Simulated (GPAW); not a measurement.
Consider zinc-blende (AlAs)1-x(InAs)x, x = 0.125.

```cif
data_structure
_symmetry_space_group_name_H-M 'P 1'
_symmetry_Int_Tables_number 1
_cell_length_a 8.0760
_cell_length_b 8.0760
_cell_length_c 8.0760
_cell_angle_alpha 60.000
_cell_angle_beta 60.000
_cell_angle_gamma 60.000
_cell_volume 372.46
loop_
_atom_site_label
_atom_site_type_symbol
_atom_site_fract_x
_atom_site_fract_y
_atom_site_fract_z
_atom_site_occupancy
Al1 Al 0.99910 0.00026 0.00024 1
As2 As 0.10949 0.12955 0.13066 1
Al3 Al 0.99958 0.00004 0.50093 1
As4 As 0.12496 0.12496 0.62534 1
Al5 Al 0.99857 0.49971 0.99855 1
As6 As 0.12119 0.62556 0.12523 1
Al7 Al 0.00032 0.50014 0.50033 1
As8 As 0.12655 0.62499 0.62408 1
In9 In 0.49992 0.99951 0.99925 1
As10 As 0.62894 0.13067 0.12926 1
Al11 Al 0.49965 0.99996 0.49915 1
As12 As 0.62957 0.13069 0.60895 1
Al13 Al 0.49543 0.50072 0.00105 1
As14 As 0.62835 0.60921 0.12996 1
Al15 Al 0.50143 0.50087 0.49992 1
As16 As 0.62519 0.62540 0.62626 1
```

Absorber: atom 2, with 3 Al at 2.44 Å and 1 In at 2.57 Å (distorted tetrahedral). Method: GPAW, LDA, excited-electron core hole (neutral cell), 16-atom cell with 8.1 Å between holes, 4×4×4 k points, dipole transitions, Gaussian full width 2.14 eV up to 4 eV, rising linearly to 3.5 eV at 25 eV.

Q: What does the As K edge look like?

Main maxima up to 27 eV above the zero (height): 4.2 eV (1.40), 6.4 eV (1.39), 12.8 eV (0.93), 17.2 eV (0.92) and 24.8 eV (1.02). A K edge sees empty p states on the absorber. 

The As K spectrum (energy from the bottom of the conduction band, which holds the excited electron; intensity scaled to a mean of 1 over the first 20 eV):

```tsv
E (eV)	intensity
-2.0	0.00
-1.5	0.01
-1.0	0.02
-0.5	0.08
0.0	0.20
0.5	0.40
1.0	0.66
1.5	0.89
2.0	1.03
2.5	1.10
3.0	1.18
3.5	1.30
4.0	1.38
4.5	1.39
5.0	1.36
5.5	1.35
6.0	1.38
6.5	1.39
7.0	1.35
7.5	1.28
8.0	1.19
8.5	1.11
9.0	1.02
9.5	0.94
10.0	0.86
10.5	0.82
11.0	0.81
11.5	0.85
12.0	0.89
12.5	0.92
13.0	0.93
13.5	0.90
14.0	0.85
14.5	0.82
15.0	0.82
15.5	0.84
16.0	0.87
16.5	0.90
17.0	0.92
17.5	0.92
18.0	0.91
18.5	0.90
19.0	0.90
19.5	0.91
20.0	0.91
20.5	0.91
21.0	0.91
21.5	0.91
22.0	0.91
22.5	0.92
23.0	0.94
23.5	0.97
24.0	1.00
24.5	1.02
25.0	1.02
25.5	1.00
26.0	0.96
26.5	0.90
27.0	0.83
27.5	0.76
```

The script folds with a Gaussian, whereas the core hole's own line is a Lorentzian, so the onset is too steep and the first peak too high.

[Banner, clock and machine lines of the logs are left out without a mark of their own.]

[Logs are printed without paths, hosts, clocks, repeated set-up lines and the standing remarks that a program may print on its own settings, such as how far it seeks lower states.]

[Hosts, paths, dates, database ids (printed as entryN), source tags and the programs' standing remarks are cut or masked in the printed files.]

[Lists of maxima count a maximum above −3 eV only where it reaches 4 % of the highest in the window and stands out from its surroundings by 2 % of it (1.5 % where it reaches 55 %); shoulders and weaker maxima are passed over, and of the rest the first, up to two pre-edge ones and the few strongest are named.]
